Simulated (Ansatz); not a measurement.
Planning a run of Ansatz 0.2.0 on Rb2LiVO4 (Cmc2_1). The input:

```yaml
crystal:
  lattice:
    - [2.9271502974, -5.8473110039, 0.0]
    - [2.9271502974, 5.8473110039, 0.0]
    - [0.0, 0.0, 7.8725401419]
  atoms:
    - { symbol: Rb, position: [0.604827885, 0.395172115, 0.9500220966] }
    - { symbol: Rb, position: [0.395172115, 0.604827885, 0.4500220966] }
    - { symbol: Rb, position: [0.061755282, 0.938244718, 0.5901146234] }
    - { symbol: Rb, position: [0.938244718, 0.061755282, 0.0901146234] }
    - { symbol: Li, position: [0.2010688921, 0.7989311079, 0.1712807988] }
    - { symbol: Li, position: [0.7989311079, 0.2010688921, 0.6712807988] }
    - { symbol: V, position: [0.6907308404, 0.3092691596, 0.389254231] }
    - { symbol: V, position: [0.3092691596, 0.6907308404, 0.889254231] }
    - { symbol: O, position: [0.4075765761, 0.1151624225, 0.2827479534] }
    - { symbol: O, position: [0.5924234239, 0.8848375775, 0.7827479534] }
    - { symbol: O, position: [0.8848375775, 0.5924234239, 0.2827479534] }
    - { symbol: O, position: [0.1151624225, 0.4075765761, 0.7827479534] }
    - { symbol: O, position: [0.634503841, 0.365496159, 0.5900018493] }
    - { symbol: O, position: [0.365496159, 0.634503841, 0.0900018493] }
    - { symbol: O, position: [0.8359111761, 0.1640888239, 0.4225304941] }
    - { symbol: O, position: [0.1640888239, 0.8359111761, 0.9225304941] }
kpoints:
  mp_grid: { grid: [4, 4, 2] }
hamiltonian:
  xc: r2scan
  pseudopotentials: { kind: paw, azcp: { folder: soft_1 } }
scf:
  occupations: { method: fixed }
gw:
  n_empty_bands: 421
  ecut_chi: 78
  qp_bands: [v4, c4]
  qp_kpoints: band_edges
  screening: { model: contour_deformation }
```

```sh
ansatz run input.yaml --threads 24 --pin off --max-ram 82944MiB --backend cuda --events-out ev --progress --plain --runs-dir out --devices 1 --max-vram 78GiB
```

Question: How long will it take on 1 × NVIDIA GB200 (shared by 2 runs) with 24 threads of Arm Neoverse V2, shared host, and how much memory?

It took 16 s; on shared hardware allow 7.9 s to 31 s. Peak host memory was 3.6 GiB. The sizes that set the cost: 6843 plane waves a state, 14 irreducible k points, 479 bands summed, 419 plane waves in the screening and 12 SCF cycles.

The screening grows as filled bands × empty bands × pairs of k points, times the square of the screening basis for the matrix.

[Paths, hosts, dates, memory and timing lines, banners, echoed tables and standing remarks are left out of the program output.]

[Logs are printed without paths, hosts, clocks, repeated set-up lines and the standing remarks that a program may print on its own settings, such as how far it seeks lower states.]

[Runs of the session that timed out or met a known fault of the program may be left out.]

[Cells called generated may have been cut or substituted from an entry of the Crystallography Open Database or the Materials Project.]

[Hosts, paths, dates, database ids (printed as entryN), source tags and the programs' standing remarks are cut or masked in the printed files.]
